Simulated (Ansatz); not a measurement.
# ZrSnGe in the AlB2 type: lattice stability ahead of a resistivity run, part 3 of 3

Question: is the lattice of ZrSnGe in the AlB2 type stable, and if so, what are its coupling constant and resistivity?

Ansatz 0.2.0; DFT PBE, scalar-relativistic, plane waves, PAW; PAW set soft_1.

So far, lowest on path (cm⁻¹): step 5 (phonons by linear response: q 2×2×2, k 4×4×6) -62.5. The relaxed cell has a = 5.015, c = 2.954 Å (conventional setting).

The structure was built from a prototype and need not be the compound's stable phase.

### Step 6. Phonons by linear response: q 3×3×2, k 6×6×8

An imaginary mode on so few k-points may come from the sampling, so the phonons are repeated with another q and k mesh.

input.yaml

```yaml
crystal:
  lattice:
    - [5.0151589057, 3.3584e-06, 0.0]
    - [-2.5075823613, 4.3432533372, 0.0]
    - [0.0, 0.0, 2.9543644302]
  atoms:
    - { symbol: Zr, position: [0.0, 0.0, 0.0] }
    - { symbol: Ge, position: [0.3333333333, 0.6666666667, 0.5] }
    - { symbol: Sn, position: [0.6666666667, 0.3333333333, 0.5] }
kpoints:
  mp_grid: { grid: [6, 6, 8] }
hamiltonian:
  xc: pbe
  pseudopotentials: { kind: paw, azcp: { folder: soft_1 } }
scf:
  occupations: { method: methfessel_paxton, width: 0.2 }
output:
  eigenvalues: true
phonons:
  method: dfpt
  qmesh: [3, 3, 2]
  temperatures: { t_max: 1000, t_step: 50 }
  qpath:
    path:
      - [[0.0, 0.0, 0.0], [0.5, 0.0, 0.0], [0.33333333, 0.33333333, 0.0], [0.0, 0.0, 0.0], [0.0, 0.0, 0.5], [0.5, 0.0, 0.5], [0.33333333, 0.33333333, 0.5], [0.0, 0.0, 0.5]]
      - [[0.5, 0.0, 0.5], [0.5, 0.0, 0.0]]
      - [[0.33333333, 0.33333333, 0.5], [0.33333333, 0.33333333, 0.0]]
    npoints: 10
```

Command:

```
$ ansatz run input.yaml --threads 4 --pin off --max-ram 12288MiB --backend cpu --events-out ev --progress --plain --runs-dir out
```

Numbers of over 12 decimals in the logs are rounded to 6 here.

What it wrote:

```text
[...]
Crystal: 3 atoms, lattice volume = 64.352 Å³
Basis set: ecut = 420 eV, 1263 PW (Γ), exchange–correlation on 72×72×40 points (8 copies of the dense FFT grid, shifted against one another)
Bands: 24, of which v1, the nominal top of the filled ones, is band 20 counted from 1 (19 counted from 0)
Symmetry: 12 space group operations
k-points: 35 of 288 (time reversal used)
[...]
SCF iter   1: F=—  HF=-14505.293315 eV  |F-HF|=—  |Δ(HF+E_count)|=         —  Δρ=6.45e-2  dr2=9.40e0  ethr=3.10e-3  ⟨swp⟩=5.9  Hψ=8279  notcnv=0
[...]
SCF iter  12: F=-14503.512926 eV  HF=-14503.512926 eV  |F-HF|=3.64e-12  |Δ(HF+E_count)|=  5.46e-12  S|Δr|=    0.00e0  Δρ=4.14e-8  dr2=1.26e-12  ethr=1.00e-12  ⟨swp⟩=11.7  Hψ=4657  notcnv=0
SCF 1 converged in 12 iterations: F = -14503.512926 eV  dr2 = 1.26e-12
[...]
SCF iter   3: F=-14503.512926 eV  HF=-14503.512926 eV  |F-HF|=9.09e-12  |Δ(HF+E_count)|=  9.09e-12  S|Δr|=    0.00e0  Δρ=7.51e-8  dr2=3.69e-12  ethr=1.00e-12  ⟨swp⟩=1.9  Hψ=2056  notcnv=0
SCF 2 converged in 3 iterations: F = -14503.512926 eV  dr2 = 3.69e-12
[...]
WARN: eigensolver did not converge in 2 slots of this pass, the one above among them; of largest residual over every band (k=5): 1 band(s) unlocked (lowest unlocked band 27, counted from 0; max residual 4.28e-6 eV among the unlocked bands, 4.28e-6 eV over every band); of lowest unlocked band (k=0): band 27
[...]
SCF converged after 12 iterations
[...]
Free energy (F): -14503.512926 eV
[...]
Internal energy: -14503.524150 eV  (E = F + TS)
E sigma→0 (E₀):  -14503.515732 eV
Entropy (-TS):   0.011224 eV (3.741 meV/atom)
Fermi energy:    13.076608 eV
[...]
--- Band table (eV; the first three rows and the last of 35) ---
  k-point 0: bands = [... 16 lower, 9.0707, 9.0707, 11.5261, 13.0916, 13.0916, 16.5639, 16.5639, 17.1313, ... 4 higher]
  k-point 1: bands = [... 16 lower, 9.3419, 9.3419, 12.0515, 12.8396, 12.8396, 15.7999, 16.6256, 16.6256, ... 4 higher]
  k-point 2: bands = [... 16 lower, 10.1339, 10.1339, 11.7583, 12.2059, 12.2059, 14.7802, 16.2775, 16.2775, ... 4 higher]
  k-point 34: bands = [... 16 lower, 9.4704, 9.6988, 10.8528, 12.9366, 13.6052, 13.6680, 15.1266, 15.2103, ... 4 higher]
[...]
ASR residual: 4.883e-5 → 0.000e0 eV/Å²; symmetrization residual: 1.994e-5 eV/Å²
  ASR residual per site (eV/Å²): 2.30e-5 3.74e-5 4.88e-5
  Γ frequencies (cm⁻¹): 0.00 0.00 0.00 46.62 85.12 88.50 88.50 148.85 148.85
--- Phonons (arbitrary-q DFPT): 6 irreducible q on the 3×3×2 mesh ---
[...]
interpolated dispersion: 93 rows × 9 modes
[...]
```

It took 1.9 min on 4 threads of Intel Xeon 6975P-C (Granite Rapids), shared host; peak memory 1.1 GiB.

This step gave:

```yaml
share_of_imaginary_modes_in_the_plain_interpolation_between_solved_wavevectors: 0.0096
highest_frequency_solved_or_plainly_interpolated: 218.8 cm⁻¹
```

Solved on the 3×3×2 mesh alone; all other wavevectors are interpolated. The phonon branches at the labelled points (cm⁻¹):

```
    point  branch 1  branch 2  branch 3  branch 4  branch 5  branch 6  branch 7  branch 8  branch 9
        Γ         0         0         0        47        85        88        88       149       149
  halfway        24        32        50        71        83       100       106       139       152
        M        25        40        56        76        90        97       108       138       160
  halfway       -16        46        55        73        75        94       117       141       158
        K       -26        52        56        62        68        84       130       139       157
  halfway        28        29        51        77        82        99       108       140       152
        Γ         0         0         0        47        85        88        88       149       149
  halfway        56        56        64       112       112       125       147       150       150
        A        73        73        79       136       136       151       151       175       190
  halfway        61        66        81       123       123       146       152       183       208
        L        18        57        86       120       128       144       153       187       219
  halfway        26        41       101       108       139       144       154       187       217
        H        27        30       104       112       133       154       155       186       215
  halfway        56        59        87       114       131       144       152       184       211
        A        73        73        79       136       136       151       151       175       190
jump to L        18        57        86       120       128       144       153       187       219
  halfway        28        44        88       104       108       139       152       157       164
        M        25        40        56        76        90        97       108       138       160
jump to H        27        30       104       112       133       154       155       186       215
  halfway         6        17        79       104       130       143       148       155       160
        K       -26        52        56        62        68        84       130       139       157
```

The phonon branches as a text plot (rows in cm⁻¹):

```
    214 |                           *********    *       *
    203 |                          *         **           *
    193 |                       ***            ** *        *
    183 |                      *  *************  * *     **
    173 |                     * **             ** *        *
    163 |    ****            * *                   ******   *
    152 |****    *************************************   ********
    142 | **************    **     ******  ***   ********   *****
    132 |        **        *   ****   ** ** ******   **  ********
    122 |       *  *        ***   *****      **  **          *
    112 |     **    **      *          ******     *** ******  *
    101 | ******    ***   **            ****        ******* ** *
     91 |**  ** *  *   ****           **    *    ********  *  ***
     81 |******* ** *****      *******       ****     ***   *  *
     71 |      *****         *******          ***            *  *
     60 |  *  *  **       ****     ****      *   *      *     ***
     50 |***** *********** *        *  *    *     **   *
     40 |    ***    *  *  *             *  *        *** *       *
     30 | ****       **  **          *  ***         **** **   **
     20 |***  *     * **              **         ***    * ****
      9 |*     *       * *                                  *
     -1 |               *
    -11 |                                                    *
    -21 |       ****                                          ***
         Γ    M  K      Γ       A     L  H     A|L     M|H      K
```

Lowest modes at the softest wavevector of the mesh. Modes at q = (-0.333, -0.333, 0.000), with each element's share of the kinetic energy (negative means imaginary):

```
mode  frequency (cm⁻¹)  Zr %  Ge %  Sn %
   1             -26.4     0    48    52
   2              51.8     0   100     0
   3              56.0     0     0   100
   4              61.9    66     0    34
   5              67.5   100     0     0
   6              83.8    92     8     0
```

Displacements in mode 1 (-26.4 cm⁻¹), the largest set to 1, in the home cell (x, y, z of the real part, then of the imaginary part):
```
Zr1  0.00  0.00  0.00  0.00  0.00  0.00
Ge2  0.13  0.99  0.00 -0.99  0.13  0.00
Sn3 -0.65 -0.50  0.00 -0.50  0.65  0.00
```

Displacements in mode 2 (51.8 cm⁻¹), the largest set to 1, in the home cell:
```
Zr1  0.00  0.00  0.00
Ge2  0.00  0.00 -1.00
Sn3  0.00  0.00  0.00
```

The modes has structure finer than the step of the table below, so its rows give means over 10 cm⁻¹, whole bins alone (the curve runs from -35.6 to 234 cm⁻¹). Peaks (cm⁻¹: height): Ge 45.9: 0.0355, 107.1: 0.0192, 141.1: 0.0549, 152.9: 0.0585; Sn 52.7: 0.0243, 88.4: 0.0373, 141.1: 0.0452, 152.9: 0.0496, 183.5: 0.0168; Zr 83.3: 0.0193, 98.6: 0.0365, 113.9: 0.0403, 141.1: 0.0278, 166.5: 0.0175, 185.2: 0.0191, 210.7: 0.0148.

Phonopy on the run's constants, 13x13x19 mesh, Gaussian sigma 2.0 cm⁻¹. Modes against wavenumber; means over each step; values in 1/cm⁻¹/cell:

```
wavenumber (cm⁻¹)       Ge       Sn       Zr
              -30   2.4e-4   2.7e-4   9.4e-6
              -20  0.00192  0.00219   2.1e-4
              -10  0.00146  0.00157   3.0e-4
                0   5.4e-4   6.1e-4   1.4e-4
               10  0.00264  0.00250   8.6e-4
               20   0.0105  0.00614  0.00440
               30   0.0201   0.0127  0.00818
               40   0.0238   0.0142  0.00779
               50   0.0317   0.0200  0.00596
               60   0.0161   0.0184  0.00437
               70   0.0101   0.0132  0.00587
               80  0.00960   0.0217   0.0155
               90   0.0115   0.0289   0.0164
              100   0.0135   0.0172   0.0325
              110   0.0173   0.0123   0.0382
              120   0.0130  0.00669   0.0338
              130   0.0132  0.00634   0.0196
              140   0.0389   0.0303   0.0221
              150   0.0444   0.0383   0.0174
              160   0.0178   0.0205   0.0104
              170   6.6e-4  0.00822   0.0102
              180   6.2e-4   0.0134   0.0108
              190   1.6e-4  0.00406  0.00870
              200   2.1e-5   1.9e-4   0.0105
              210   1.5e-5   1.4e-4   0.0119
              220   3.4e-6   4.1e-5  0.00397
```

No LO-TO term; unit eigenvectors of the mass-weighted matrix. The modes at Γ (shares of kinetic energy by element, %):

```
mode  frequency (cm⁻¹)  symmetry  Zr %  Ge %  Sn %
   1               0.0   unnamed    32    26    42
   2               0.0   unnamed    32    26    42
   3               0.0   unnamed    32    26    42
   4              46.6      A2''     2    69    29
   5              85.1      A2''    66     5    29
   6              88.5        E'    61    33     6
   7              88.5        E'    61    33     6
   8             148.9        E'     6    41    52
   9             148.9        E'     6    41    52
```

Displacements in mode 4 (46.6 cm⁻¹), the largest set to 1:
```
Zr1  0.00  0.00 -0.14
Ge2  0.00  0.00  1.00
Sn3  0.00  0.00 -0.51
```

Displacements in mode 9 (148.9 cm⁻¹), the largest set to 1:
```
Zr1 -0.35  0.00  0.00
Ge2 -1.00  0.00  0.00
Sn3  0.88  0.00  0.00
```

Among the solved wavevectors the lowest mode, translations apart, is -26.4 cm⁻¹, imaginary.

### Step 7. Resistivity: q 3×3×2, k 6×6×8, scattering 8×8×12

Phonons, couplings and the Boltzmann equation in one run.

Edit input.yaml of step 6 so:

```diff
@@ -28 +28,4 @@
     npoints: 10
+  electrical_resistivity:
+    mesh: [8, 8, 12]
+    temperatures: [20.0, 50.0, 77.0, 100.0, 150.0, 200.0, 300.0, 400.0, 600.0, 800.0]
```

What it wrote:

```text
[the first part of the log is left out]
  E_xc         = -353.172692
  E_vxc        = -329.450153  (∫ρ·V_xc dr)
  E_paw        = -9344.299469  (= ΣΔE_a)
  E_vpaw       = -704.899959  (= ΣTr[D̂ρ^β])
  E_aug_tail   = 0.000294  (compensation charges beyond the density's cutoff)
  E_ewald      = -3992.289877
  E_smearing   = 0.011224  (= −TS)
  E_closure    = -0.000000  (closes the sum)
  Σ components = -14503.512926   (vs F -14503.512926, Δ=0.00e0)
--- Band table (eV; the first three rows and the last of 35) ---
  k-point 0: bands = ["-35.9483", "-14.0642", "-14.0642", "-13.3217", "-11.3275", "-11.2661", "-11.2661", "-11.2534", "-11.2534", "-8.4222", "-8.1258", "-8.1258", "-8.0643", "-8.0643", "1.6384", "7.3050", "9.0707", "9.0707", "11.5261", "13.0916", "13.0916", "16.5639", "16.5639", "17.1313", "17.1313", "17.5698", "18.2413", "23.0315"]
  k-point 1: bands = ["-35.9316", "-14.0458", "-14.0458", "-13.4785", "-11.3128", "-11.2660", "-11.2660", "-11.2584", "-11.2584", "-8.3548", "-8.1239", "-8.1239", "-8.0898", "-8.0898", "1.9137", "7.5588", "9.3419", "9.3419", "12.0515", "12.8396", "12.8396", "15.7999", "16.6256", "16.6256", "17.0187", "17.0187", "18.1322", "20.9349"]
  k-point 2: bands = ["-35.8912", "-14.0011", "-14.0011", "-13.8429", "-11.2776", "-11.2709", "-11.2709", "-11.2651", "-11.2651", "-8.1912", "-8.1513", "-8.1513", "-8.1190", "-8.1190", "2.7229", "8.3180", "10.1339", "10.1339", "11.7583", "12.2059", "12.2059", "14.7802", "16.2775", "16.2775", "17.2660", "17.2660", "17.5813", "18.4341"]
  k-point 34: bands = ["-35.8331", "-14.3260", "-13.9417", "-13.9405", "-11.2895", "-11.2864", "-11.2651", "-11.2650", "-11.2283", "-8.2400", "-8.2337", "-8.1104", "-8.1008", "-7.9560", "5.8755", "6.9323", "9.4704", "9.6988", "10.8528", "12.9366", "13.6052", "13.6680", "15.1266", "15.2103", "17.6196", "18.9107", "19.2242", "20.0919"]
--- Phonons (Γ-DFPT): 6 representative perturbations + reference (Σ response iterations 26) ---
  ASR residual: 3.731e-5 → 0.000e0 eV/Å²; symmetrization residual: 1.638e-7 eV/Å²
  ASR residual per site (eV/Å²): 1.09e-5 1.20e-5 3.73e-5
  Γ frequencies (cm⁻¹): 0.00 0.00 0.00 46.61 85.12 88.50 88.50 148.85 148.85
--- Phonons (arbitrary-q DFPT): 6 irreducible q on the 3×3×2 mesh ---
  q = [0.0000, 0.0000, 0.0000] (star 1, of the zone-centre solve; hermiticity 6.22e-8, symmetrization 7.39e-9): -0.00 -0.00 0.00 46.61 85.12 88.50 88.50 148.85 148.85
  q = [0.0000, 0.0000, -0.5000] (star 1, 6 solved perturbations in 405 linear systems a pass and spin channel, the states on 100 of 288 k-point pairs; hermiticity 2.48e-8, symmetrization 5.82e-9): 72.87 72.87 79.41 135.52 135.52 150.63 150.63 175.29 189.46
  q = [0.0000, 0.3333, 0.0000] (star 6, 9 solved perturbations in 1395 linear systems a pass and spin channel, the states on 180 of 288 k-point pairs; hermiticity 8.40e-8, symmetrization 6.86e-9): 30.55 32.11 52.27 81.14 84.87 99.81 105.28 138.92 155.35
  q = [0.0000, 0.3333, -0.5000] (star 6, 9 solved perturbations in 1395 linear systems a pass and spin channel, the states on 180 of 288 k-point pairs; hermiticity 2.53e-8, symmetrization 4.69e-9): 44.56 61.44 84.23 120.24 124.26 144.20 152.27 185.41 214.37
  q = [0.3333, 0.3333, 0.0000] (star 2, 6 solved perturbations in 690 linear systems a pass and spin channel, the states on 180 of 288 k-point pairs; hermiticity 3.03e-8, symmetrization 1.20e-8): -26.35 51.76 55.95 61.90 67.46 83.80 129.72 139.23 157.22
  q = [0.3333, 0.3333, -0.5000] (star 2, 6 solved perturbations in 690 linear systems a pass and spin channel, the states on 180 of 288 k-point pairs; hermiticity 4.17e-8, symmetrization 3.80e-9): 27.08 30.25 104.22 112.55 133.30 153.74 154.72 186.03 214.90
  sum rule: each row above includes the acoustic sum rule's correction from the zone centre's row sums; it moved no ω² by more than (0.29 cm⁻¹)²
  mesh force constants: q→R imaginary residual 1.44e-16; ASR residual 3.731e-5 → 0.000e0 eV/Å²; symmetrization residual 3.553e-15 eV/Å²
  interpolated dispersion: 93 rows × 9 modes
  density of states and harmonic sums: on the 15×15×22 q-mesh, interpolated from the force constants of a 3×3×2 supercell (no non-analytic term)
  largest difference from the sums on the solved wave vectors: F 3.75e-2 eV, S 5.46e-5 and C_V 1.70e-5 eV/K
  zero-point energy: 0.059693 eV/cell   skipped modes (ω ≤ 0): 32, of them read as no rigid motion or as one in doubt: 29 (7.960e-2 modes/cell left out, lowest -26.35 cm⁻¹)   left out of the sums: 8.91e-3 of the cell's modes: C_V's classical limit lies that fraction below 3 k_B per atom; for a crystal, a wire or a layer, F and S can be off by more, and a phonons.interpolated_qmesh denser along its periods is the remedy for the sampling
Error: electrical resistivity: the mode of lowest frequency at the wavevector [0.2500, 0.3750, 0.0000] is imaginary, -24.41 cm⁻¹ (written negative): the force constants describe an unstable lattice; relax the structure, enlarge phonons.supercell (under dfpt, kpoints.mp_grid), or, with a block electrical_resistivity or superconductivity, name a file of force constants under which the crystal is stable (phonons.electron_phonon_force_constants)
The harmonic force constants that this run solved are whole in <dir>
```

Run time: 2.4 min. Hardware: 4 threads; peak memory 1.2 GiB.

The run ended with an error.

The program's message: “electrical resistivity: the mode of lowest frequency at the wavevector [0.2500, 0.3750, 0.0000] is imaginary, -24.41 cm⁻¹ (written negative): the force constants describe an unstable lattice; relax th …”

The run stops because a mode is imaginary on the scattering mesh, where no scattering rate is defined; denser k meshes, other smearings and, between solved wavevectors, finer q meshes show whether the instability is real.

### Step 8. What came out

| Property | Result |
| --- | --- |
| phonon run of the rows without a label of their own | PBE, q 3×3×2, k 6×6×8 |
| softest mode on the q mesh | -26.4 cm⁻¹ at q = (-0.333, -0.333, 0) |
| highest frequency, solved or plainly interpolated | 219 cm⁻¹ |

The lattice is dynamically unstable at this level: a mode at q = (-0.333, -0.333, 0) is imaginary, 26.4i cm⁻¹, so no harmonic coupling constant or resistivity is defined for this structure. These meshes are coarse, and single modes of a metal can move by tens of cm⁻¹ with the k mesh. The coarser mesh found an imaginary mode at another wavevector, which this mesh lacks. The phonon runs are not spin-polarised. The structure was built by hand as an ordered model, and its stability against other phases was not tested.

[Logs are printed without paths, hosts, clocks, repeated set-up lines and the standing remarks that a program may print on its own settings, such as how far it seeks lower states.]

[Hosts, paths, dates, database ids (printed as entryN), source tags and the programs' standing remarks are cut or masked in the printed files.]
